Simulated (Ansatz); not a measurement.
# La on Ti(0001): change of the work function, part 2 of 3

Aim: the work function of Ti(0001) at several coverages of La (fcc site), and the dipole that each adsorbate carries.

Ansatz 0.2.0; plane-wave DFT, PBE, Ansatz PAW.

So far, work function, upper face (eV): step 2 (the clean slab) 4.37.

**3. Adsorbate added, k-mesh 4×4×1, coverage 0.111 ML**

System of this step: La/Ti(0001). The cell holds 37 atoms: 36 Ti and 1 La. Its edges and angles: a = 8.850 Å, b = 8.850 Å, c = 28.296 Å, α = 90.0°, β = 90.0°, γ = 60.0°. Vacuum lies along c.

The clean slab as it ended is repeated in the plane and the adsorbate is set on one face; the cell's size fixes the coverage, and the k-mesh shrinks with it to keep the sampling density about even. Adsorbate and upper layers relax, since the dipole depends on the height.

Input file input.yaml:

```yaml
crystal:
  lattice:
    - [8.8500000001, 0.0, 0.0]
    - [4.425, 7.6643248235, 0.0]
    - [0.0, 0.0, 28.2959375765]
  atoms:
    - { symbol: Ti, position: [0.2222222222, 0.2222222222, 0.3180668594] }
    - { symbol: Ti, position: [0.0, 0.0, 0.4008455266] }
    - { symbol: Ti, position: [0.2222222222, 0.2222222222, 0.4860275004] }
    - { symbol: Ti, position: [0.0, 0.0, 0.5626701231] }
    - { symbol: Ti, position: [0.2222222222, 0.5555555556, 0.3180668594] }
    - { symbol: Ti, position: [0.0, 0.3333333333, 0.4008455266] }
    - { symbol: Ti, position: [0.2222222222, 0.5555555556, 0.4860275004] }
    - { symbol: Ti, position: [0.0, 0.3333333333, 0.5626701231] }
    - { symbol: Ti, position: [0.2222222222, 0.8888888889, 0.3180668594] }
    - { symbol: Ti, position: [0.0, 0.6666666667, 0.4008455266] }
    - { symbol: Ti, position: [0.2222222222, 0.8888888889, 0.4860275004] }
    - { symbol: Ti, position: [0.0, 0.6666666667, 0.5626701231] }
    - { symbol: Ti, position: [0.5555555556, 0.2222222222, 0.3180668594] }
    - { symbol: Ti, position: [0.3333333333, 0.0, 0.4008455266] }
    - { symbol: Ti, position: [0.5555555556, 0.2222222222, 0.4860275004] }
    - { symbol: Ti, position: [0.3333333333, 0.0, 0.5626701231] }
    - { symbol: Ti, position: [0.5555555556, 0.5555555556, 0.3180668594] }
    - { symbol: Ti, position: [0.3333333333, 0.3333333333, 0.4008455266] }
    - { symbol: Ti, position: [0.5555555556, 0.5555555556, 0.4860275004] }
    - { symbol: Ti, position: [0.3333333333, 0.3333333333, 0.5626701231] }
    - { symbol: Ti, position: [0.5555555556, 0.8888888889, 0.3180668594] }
    - { symbol: Ti, position: [0.3333333333, 0.6666666667, 0.4008455266] }
    - { symbol: Ti, position: [0.5555555556, 0.8888888889, 0.4860275004] }
    - { symbol: Ti, position: [0.3333333333, 0.6666666667, 0.5626701231] }
    - { symbol: Ti, position: [0.8888888889, 0.2222222222, 0.3180668594] }
    - { symbol: Ti, position: [0.6666666667, 0.0, 0.4008455266] }
    - { symbol: Ti, position: [0.8888888889, 0.2222222222, 0.4860275004] }
    - { symbol: Ti, position: [0.6666666667, 0.0, 0.5626701231] }
    - { symbol: Ti, position: [0.8888888889, 0.5555555556, 0.3180668594] }
    - { symbol: Ti, position: [0.6666666667, 0.3333333333, 0.4008455266] }
    - { symbol: Ti, position: [0.8888888889, 0.5555555556, 0.4860275004] }
    - { symbol: Ti, position: [0.6666666667, 0.3333333333, 0.5626701231] }
    - { symbol: Ti, position: [0.8888888889, 0.8888888889, 0.3180668594] }
    - { symbol: Ti, position: [0.6666666667, 0.6666666667, 0.4008455266] }
    - { symbol: Ti, position: [0.8888888889, 0.8888888889, 0.4860275004] }
    - { symbol: Ti, position: [0.6666666667, 0.6666666667, 0.5626701231] }
    - { symbol: La, position: [0.1111111111, 0.1111111111, 0.6819331406] }
kpoints:
  mp_grid: { grid: [4, 4, 1] }
hamiltonian:
  xc: pbe
scf:
  occupations: { method: fermi_dirac, width: 0.1 }
  convergence: { dr2_threshold: 1.0e-08 }
efield:
  axis: 3
  dipole_correction: true
  ramp_position: 0.97
  ramp_width: 0.06
relax:
  f_tol: 0.02
  max_steps: 60
  constraints:
    - { sites: [0, 1, 4, 5, 8, 9, 12, 13, 16, 17, 20, 21, 24, 25, 28, 29, 32, 33] }
output:
  write_potential: true
  write_density: true
  volumetric_format: npy
```

The run is started by

```sh
ansatz run input.yaml --threads 4 --pin off --max-ram 16384MiB --backend cpu --events-out ev --progress --plain --runs-dir out
```

Numbers of over 12 decimals in the logs are rounded to 6 here.

The log of the run:

```text
[...]
Crystal: 37 atoms, lattice volume = 1919.293 Å³
Basis set: ecut = 420 eV, 37577 PW (Γ), exchange–correlation on 120×120×384 points (8 copies of the dense FFT grid, shifted against one another)
Bands: 266, of which v1, the nominal top of the filled ones, is band 222 counted from 1 (221 counted from 0)
Symmetry: 6 space group operations
[...]
k-points: 4 of 16 (time reversal used)
[...]
SCF iter   1: F=—  HF=-96221.317165 eV  |F-HF|=—  |Δ(HF+E_count)|=         —  Δρ=6.82e-3  dr2=1.51e1  ethr=1.77e-3  p=0.663 e·Å  D=6.25e-2 V/Å  ΔV_dip=-1.77 eV  dr2_dipole=6.77e0  V_vac-E_F(+/−)=2.34/4.11 eV  ⟨swp⟩=11.0  Hψ=5583  notcnv=0
[...]
SCF iter  12: F=-96221.196985 eV  HF=-96221.196985 eV  |F-HF|=6.26e-10  |Δ(HF+E_count)|=   8.73e-9  Δρ=5.45e-7  dr2=7.25e-9  ethr=2.26e-12  p=0.749 e·Å  D=7.07e-2 V/Å  ΔV_dip=-2.00 eV  dr2_dipole=3.09e-10  V_vac-E_F(+/−)=2.41/4.41 eV  ⟨swp⟩=12.0  Hψ=9230  notcnv=0
SCF 1 converged in 12 iterations: F = -96221.196985 eV  dr2 = 7.25e-9
[...]
relax step   1: F+E_penalty+E_count = -96221.19698525 eV  Δ(F+E_penalty+E_count) = +0.000e0 eV  max|allowed force component| = 2.264e0 eV/Å  Δτ_max = 0.0000 Å  (12 SCF iters, accepted)
[...]
SCF iter   1: F=—  HF=-96221.796146 eV  |F-HF|=—  |Δ(HF+E_count)|=         —  Δρ=3.57e-3  dr2=1.50e0  ethr=2.83e-4  p=0.749 e·Å  D=7.07e-2 V/Å  ΔV_dip=-2.00 eV  dr2_dipole=1.85e-1  V_vac-E_F(+/−)=2.42/4.42 eV  ⟨swp⟩=1.0  Hψ=2962  notcnv=0
[...]
eigensolver tolerance schedule calibrated: the retry pair's looser diagonalisation under-reported the residual by θ = 0.17 (0.16/decade); ethr = c·dr2/N_el runs at the constant in force after the calibration composes with the one it found (an armed cap, an earlier calibration), c = 3.9e-2
[...]
SCF iter   2: F=—  HF=-96221.736502 eV  |F-HF|=—  |Δ(HF+E_count)|=   5.96e-2  Δρ=3.44e-3  dr2=3.58e-1  ethr=1.32e-4  p=0.746 e·Å  D=7.03e-2 V/Å  ΔV_dip=-1.99 eV  dr2_dipole=8.19e-3  V_vac-E_F(+/−)=2.43/4.42 eV  ⟨swp⟩=2.2  Hψ=1916  notcnv=0
[...]
SCF iter  11: F=-96221.716542 eV  HF=-96221.716542 eV  |F-HF|=7.86e-10  |Δ(HF+E_count)|=   1.74e-8  Δρ=2.32e-7  dr2=2.12e-9  ethr=1.00e-12  p=0.729 e·Å  D=6.87e-2 V/Å  ΔV_dip=-1.94 eV  dr2_dipole=7.15e-12  V_vac-E_F(+/−)=2.47/4.41 eV  ⟨swp⟩=14.5  Hψ=11112  notcnv=0
SCF 2 converged in 11 iterations: F = -96221.716542 eV  dr2 = 2.12e-9
[...]
relax step   2: F+E_penalty+E_count = -96221.71654222 eV  Δ(F+E_penalty+E_count) = -5.196e-1 eV  max|allowed force component| = 2.153e0 eV/Å  Δτ_max = 0.1949 Å  (11 SCF iters, accepted)
SCF iter   1: F=—  HF=-96222.232861 eV  |F-HF|=—  |Δ(HF+E_count)|=         —  Δρ=3.88e-3  dr2=2.64e0  ethr=3.03e-3  p=0.729 e·Å  D=6.87e-2 V/Å  ΔV_dip=-1.94 eV  dr2_dipole=6.33e-1  V_vac-E_F(+/−)=2.48/4.42 eV  ⟨swp⟩=3.0  Hψ=1704  notcnv=0
[...]
SCF iter  10: F=-96222.147007 eV  HF=-96222.147007 eV  |F-HF|=8.61e-9  |Δ(HF+E_count)|=   2.23e-8  Δρ=4.30e-7  dr2=6.98e-9  ethr=2.26e-12  p=0.684 e·Å  D=6.45e-2 V/Å  ΔV_dip=-1.83 eV  dr2_dipole=6.63e-10  V_vac-E_F(+/−)=2.59/4.41 eV  ⟨swp⟩=13.0  Hψ=9988  notcnv=0
SCF 3 converged in 10 iterations: F = -96222.147007 eV  dr2 = 6.98e-9
[...]
relax step   3: F+E_penalty+E_count = -96222.14700652 eV  Δ(F+E_penalty+E_count) = -4.305e-1 eV  max|allowed force component| = 1.752e0 eV/Å  Δτ_max = 0.1948 Å  (10 SCF iters, accepted)
[...]
relax step   4: F+E_penalty+E_count = -96222.46671848 eV  Δ(F+E_penalty+E_count) = -3.197e-1 eV  max|allowed force component| = 1.077e0 eV/Å  Δτ_max = 0.1980 Å  (9 SCF iters, accepted)
[...]
relax step   5: F+E_penalty+E_count = -96222.66785931 eV  Δ(F+E_penalty+E_count) = -2.011e-1 eV  max|allowed force component| = 7.591e-1 eV/Å  Δτ_max = 0.2000 Å  (10 SCF iters, accepted)
[...]
relax step   6: F+E_penalty+E_count = -96222.72134823 eV  Δ(F+E_penalty+E_count) = -5.349e-2 eV  max|allowed force component| = 3.833e-1 eV/Å  Δτ_max = 0.1947 Å  (10 SCF iters, accepted)
[...]
relax step   7: F+E_penalty+E_count = -96222.72205534 eV  Δ(F+E_penalty+E_count) = -7.071e-4 eV  max|allowed force component| = 2.771e-1 eV/Å  Δτ_max = 0.0741 Å  (10 SCF iters, accepted)
[...]
SCF iter  10: F=-96222.734637 eV  HF=-96222.734637 eV  |F-HF|=5.15e-9  |Δ(HF+E_count)|=   1.77e-8  Δρ=2.02e-7  dr2=2.10e-9  ethr=1.17e-12  p=0.556 e·Å  D=5.24e-2 V/Å  ΔV_dip=-1.48 eV  dr2_dipole=9.76e-11  V_vac-E_F(+/−)=2.93/4.42 eV  ⟨swp⟩=11.2  Hψ=6990  notcnv=0
SCF 8 converged in 10 iterations: F = -96222.734637 eV  dr2 = 2.10e-9
relax step   8: F+E_penalty+E_count = -96222.73463687 eV  Δ(F+E_penalty+E_count) = -1.258e-2 eV  max|allowed force component| = 1.972e-2 eV/Å  Δτ_max = 0.0378 Å  (10 SCF iters, accepted)
NSCF: frozen V_eff on 4 k-points
[...]
WARN: The output density's exchange-correlation potential varies sharply where the density is thin. Do not read a vacuum level from v_tot or v_xc, or from such a field of the output density. On a cell that repeats whose density bears no net charge and no dipole along the vacuum's axis use v_es (v_loc + v_h of the components); under efield.dipole_correction with no amplitude use v_es + v_field, which holds any externa [...]
SCF converged after 10 iterations
Free energy (F): -96222.734637 eV
[...]
Internal energy: -96220.540172 eV  (E = F + TS)
E sigma→0 (E₀):  -96221.637404 eV
Entropy (-TS):   -2.194465 eV (-59.310 meV/atom)
Fermi energy:    2.283157 eV
Dipole field:    D = 0.052415 V/Å  (p = 0.555947 e·Å, saw-weighted, corrected)
Work function:   Φ+ = 2.9336 eV   Φ− = 4.4167 eV
[...]
--- Forces (eV/Å), atoms counted from 1 ---
  atom   1  Ti    -0.02135011    -0.01232649     0.55841164
  atom   2  Ti    -0.05203293    -0.03004123    -0.70619177
  atom   3  Ti    -0.00539135    -0.00311270    -0.01971953
  atom   4  Ti     0.01525066     0.00880497     0.00547627
  atom   5  Ti    -0.00554908     0.00320376     0.63099331
  atom   6  Ti    -0.00000000     0.06008246    -0.70619177
  atom   7  Ti    -0.00773827     0.00446769    -0.01015452
  atom   8  Ti     0.00000000    -0.01760994     0.00547627
  atom   9  Ti    -0.00000000     0.02465299     0.55841164
  atom  10  Ti     0.07100528    -0.04099492    -0.46525761
  atom  11  Ti    -0.00000000     0.00622540    -0.01971953
  atom  12  Ti     0.00370473    -0.00213893     0.00271329
  atom  13  Ti     0.00000000    -0.00640752     0.63099331
  atom  14  Ti     0.05203293    -0.03004123    -0.70619177
  atom  15  Ti     0.00000000    -0.00893538    -0.01015452
  atom  16  Ti    -0.01525066     0.00880497     0.00547627
  atom  17  Ti     0.00554908     0.00320376     0.63099331
  atom  18  Ti     0.10514789     0.06070716    -0.58771161
  atom  19  Ti     0.00773827     0.00446769    -0.01015452
  atom  20  Ti     0.00843968     0.00487265     0.00174484
  atom  21  Ti    -0.01272605     0.00734739     0.59605164
  atom  22  Ti     0.00000000    -0.12141433    -0.58771161
  atom  23  Ti    -0.01281673     0.00739974    -0.00597678
  atom  24  Ti     0.00000000    -0.00974530     0.00174484
  atom  25  Ti     0.02135011    -0.01232649     0.55841164
  atom  26  Ti    -0.00000000     0.08198983    -0.46525761
  atom  27  Ti     0.00539135    -0.00311270    -0.01971953
  atom  28  Ti    -0.00000000     0.00427786     0.00271329
  atom  29  Ti     0.00000000    -0.01469478     0.59605164
  atom  30  Ti    -0.10514789     0.06070716    -0.58771161
  atom  31  Ti     0.00000000    -0.01479948    -0.00597678
  atom  32  Ti    -0.00843968     0.00487265     0.00174484
  atom  33  Ti     0.01272605     0.00734739     0.59605164
  atom  34  Ti    -0.07100528    -0.04099492    -0.46525761
  atom  35  Ti     0.01281673     0.00739974    -0.00597678
  atom  36  Ti    -0.00370473    -0.00213893     0.00271329
  atom  37  La    -0.00000000     0.00000000    -0.00113591
  max |Σ_I F_I| component: 1.57e-6 eV/Å
--- Band table (eV) ---
  k-point 0: bands = [... 218 lower, 2.2802, 2.2802, 2.3223, 2.3390, 2.3390, 2.3522, 2.3522, 2.3775, ... 40 higher]
  k-point 1: bands = [... 218 lower, 2.1817, 2.2380, 2.2398, 2.2771, 2.3146, 2.3412, 2.3476, 2.4137, ... 40 higher]
  k-point 2: bands = [... 218 lower, 2.2095, 2.2610, 2.2688, 2.2942, 2.2991, 2.3340, 2.3951, 2.4349, ... 40 higher]
  k-point 3: bands = [... 218 lower, 2.1952, 2.2276, 2.2489, 2.2809, 2.3128, 2.3320, 2.3583, 2.4434, ... 40 higher]
--- Relaxed structure (8 steps of the walk, 8 accepted, 0 SCFs on fresh bases) ---
  F+E_penalty+E_count = -96222.73463687 eV   max|allowed force component| = 1.972e-2 eV/Å
  atoms:
    - { symbol: Ti, position: [0.222222, 0.222222, 0.318067] }
    - { symbol: Ti, position: [1.1111101403313757e-11, 1.111110140331376e-11, 0.400846] }
    - { symbol: Ti, position: [0.224494, 0.224494, 0.482473] }
    - { symbol: Ti, position: [0.00358113, 0.00358113, 0.557983] }
    - { symbol: Ti, position: [0.222222, 0.555556, 0.318067] }
    - { symbol: Ti, position: [1.1111112030448567e-11, 0.333333, 0.400846] }
    - { symbol: Ti, position: [0.220165, 0.556584, 0.488995] }
    - { symbol: Ti, position: [0.00358113, 0.326171, 0.557983] }
    - { symbol: Ti, position: [0.222222, 0.888889, 0.318067] }
    - { symbol: Ti, position: [-2.2222279572048365e-11, 0.666667, 0.400846] }
    - { symbol: Ti, position: [0.224494, 0.884345, 0.482473] }
    - { symbol: Ti, position: [-0.00262973, 0.667982, 0.566500] }
    - { symbol: Ti, position: [0.555556, 0.222222, 0.318067] }
    - { symbol: Ti, position: [0.333333, 1.1111101403313758e-11, 0.400846] }
    - { symbol: Ti, position: [0.556584, 0.220165, 0.488995] }
    - { symbol: Ti, position: [0.326171, 0.00358113, 0.557983] }
    - { symbol: Ti, position: [0.555556, 0.555556, 0.318067] }
    - { symbol: Ti, position: [0.333333, 0.333333, 0.400846] }
    - { symbol: Ti, position: [0.556584, 0.556584, 0.488995] }
    - { symbol: Ti, position: [0.325062, 0.325062, 0.565720] }
    - { symbol: Ti, position: [0.555556, 0.888889, 0.318067] }
    - { symbol: Ti, position: [0.333333, 0.666667, 0.400846] }
    - { symbol: Ti, position: [0.562151, 0.885591, 0.485905] }
    - { symbol: Ti, position: [0.325062, 0.683210, 0.565720] }
    - { symbol: Ti, position: [0.888889, 0.222222, 0.318067] }
    - { symbol: Ti, position: [0.666667, -2.2222234688031946e-11, 0.400846] }
    - { symbol: Ti, position: [0.884345, 0.224494, 0.482473] }
    - { symbol: Ti, position: [0.667982, -0.00262973, 0.566500] }
    - { symbol: Ti, position: [0.888889, 0.555556, 0.318067] }
    - { symbol: Ti, position: [0.666667, 0.333333, 0.400846] }
    - { symbol: Ti, position: [0.885591, 0.562151, 0.485905] }
    - { symbol: Ti, position: [0.683210, 0.325062, 0.565720] }
    - { symbol: Ti, position: [0.888889, 0.888889, 0.318067] }
    - { symbol: Ti, position: [0.666667, 0.666667, 0.400846] }
    - { symbol: Ti, position: [0.885591, 0.885591, 0.485905] }
    - { symbol: Ti, position: [0.667982, 0.667982, 0.566500] }
    - { symbol: La, position: [0.111111, 0.111111, 0.648747] }
```

Run time: 21 min. Hardware: 4 threads of Arm Neoverse V1, shared host; peak memory 8.4 GiB.

Step by step:

```csv
step,energy less that of the first step (eV),largest force component (eV/Å)
1,0.0000,2.2636
2,-0.5196,2.1531
3,-0.9500,1.7521
4,-1.2697,1.0769
5,-1.4709,0.7591
6,-1.5244,0.3833
7,-1.5251,0.2771
8,-1.5377,0.0197
```

The run keeps the 6 symmetry operations that it works with, so distortions that break them were not tested.

The atoms that moved most (Å):

```csv
atom,dx,dy,dz,length
La37,0.000,0.000,-0.939,0.939
Ti32,0.110,-0.063,0.086,0.153
Ti20,-0.110,-0.063,0.086,0.153
Ti24,0.000,0.127,0.086,0.153
Ti16,-0.048,0.027,-0.133,0.144
Ti4,0.048,0.027,-0.133,0.144
Ti8,0.000,-0.055,-0.133,0.144
Ti28,0.000,-0.020,0.108,0.110
```

The relaxed structure:

```cif
data_structure
_symmetry_space_group_name_H-M 'P 1'
_symmetry_Int_Tables_number 1
_cell_length_a 8.8500
_cell_length_b 8.8500
_cell_length_c 28.2959
_cell_angle_alpha 90.000
_cell_angle_beta 90.000
_cell_angle_gamma 60.000
_cell_volume 1919.29
loop_
_atom_site_label
_atom_site_type_symbol
_atom_site_fract_x
_atom_site_fract_y
_atom_site_fract_z
_atom_site_occupancy
Ti1 Ti 0.22222 0.22222 0.31807 1
Ti2 Ti 0.00000 0.00000 0.40085 1
Ti3 Ti 0.22449 0.22449 0.48247 1
Ti4 Ti 0.00358 0.00358 0.55798 1
Ti5 Ti 0.22222 0.55556 0.31807 1
Ti6 Ti 0.00000 0.33333 0.40085 1
Ti7 Ti 0.22016 0.55658 0.48899 1
Ti8 Ti 0.00358 0.32617 0.55798 1
Ti9 Ti 0.22222 0.88889 0.31807 1
Ti10 Ti 0.00000 0.66667 0.40085 1
Ti11 Ti 0.22449 0.88435 0.48247 1
Ti12 Ti 0.99737 0.66798 0.56650 1
Ti13 Ti 0.55556 0.22222 0.31807 1
Ti14 Ti 0.33333 0.00000 0.40085 1
Ti15 Ti 0.55658 0.22016 0.48899 1
Ti16 Ti 0.32617 0.00358 0.55798 1
Ti17 Ti 0.55556 0.55556 0.31807 1
Ti18 Ti 0.33333 0.33333 0.40085 1
Ti19 Ti 0.55658 0.55658 0.48899 1
Ti20 Ti 0.32506 0.32506 0.56572 1
Ti21 Ti 0.55556 0.88889 0.31807 1
Ti22 Ti 0.33333 0.66667 0.40085 1
Ti23 Ti 0.56215 0.88559 0.48590 1
Ti24 Ti 0.32506 0.68321 0.56572 1
Ti25 Ti 0.88889 0.22222 0.31807 1
Ti26 Ti 0.66667 0.00000 0.40085 1
Ti27 Ti 0.88435 0.22449 0.48247 1
Ti28 Ti 0.66798 0.99737 0.56650 1
Ti29 Ti 0.88889 0.55556 0.31807 1
Ti30 Ti 0.66667 0.33333 0.40085 1
Ti31 Ti 0.88559 0.56215 0.48590 1
Ti32 Ti 0.68321 0.32506 0.56572 1
Ti33 Ti 0.88889 0.88889 0.31807 1
Ti34 Ti 0.66667 0.66667 0.40085 1
Ti35 Ti 0.88559 0.88559 0.48590 1
Ti36 Ti 0.66798 0.66798 0.56650 1
La37 La 0.11111 0.11111 0.64875 1
```

Numbers from this step:

| Item | Value |
| --- | --- |
| energy at zero smearing | -96221.6374 eV |
| work function, upper face | 2.934 eV |
| work function, lower face | 4.417 eV |
| dipole along the normal | 0.5559 e·Å |
| step between the vacuum levels | -1.483 eV |

Running mean over 2.342 Å of the planar mean; the ramp of the sawtooth is left out. The electron's electrostatic potential energy less the Fermi level by z:

```csv
z (Å),electron's electrostatic potential energy less the Fermi level (eV)
3.5,4.42
4.0,4.41
4.5,4.41
5.0,4.40
5.5,4.36
6.0,4.23
6.5,3.88
7.0,2.88
7.5,0.385
8.0,-3.13
8.5,-5.87
9.0,-6.74
9.5,-6.71
10.0,-6.59
10.5,-6.56
11.0,-6.58
11.5,-6.57
12.0,-6.42
12.5,-6.28
13.0,-6.33
13.5,-6.57
14.0,-6.90
14.5,-7.37
15.0,-7.45
15.5,-7.11
16.0,-6.68
16.5,-5.73
17.0,-3.43
17.5,-0.775
18.0,0.788
18.5,1.24
19.0,1.51
19.5,1.93
20.0,2.41
20.5,2.74
21.0,2.86
21.5,2.90
22.0,2.92
22.5,2.93
23.0,2.93
23.5,2.93
24.0,2.93
24.5,2.93
25.0,2.93
```

The relaxation took 8 steps and lowered the energy by 1.5 eV; the largest force on the free atoms ends at 0.020 eV/Å.

The covered face has 2.93 eV, -1.44 eV against the clean one; the bare back face has moved by -0.01 eV, a measure of how thin the slab is.

[end of part 2 of 3]

[Logs are printed without paths, hosts, clocks, repeated set-up lines and the standing remarks that a program may print on its own settings, such as how far it seeks lower states.]

[Hosts, paths, dates, database ids (printed as entryN), source tags and the programs' standing remarks are cut or masked in the printed files.]

[Maps of the electrostatic potential energy from Ansatz leave out the sawtooth potential of an applied field or a dipole correction, so their vacuum need not be flat; planar profiles and work functions include it.]
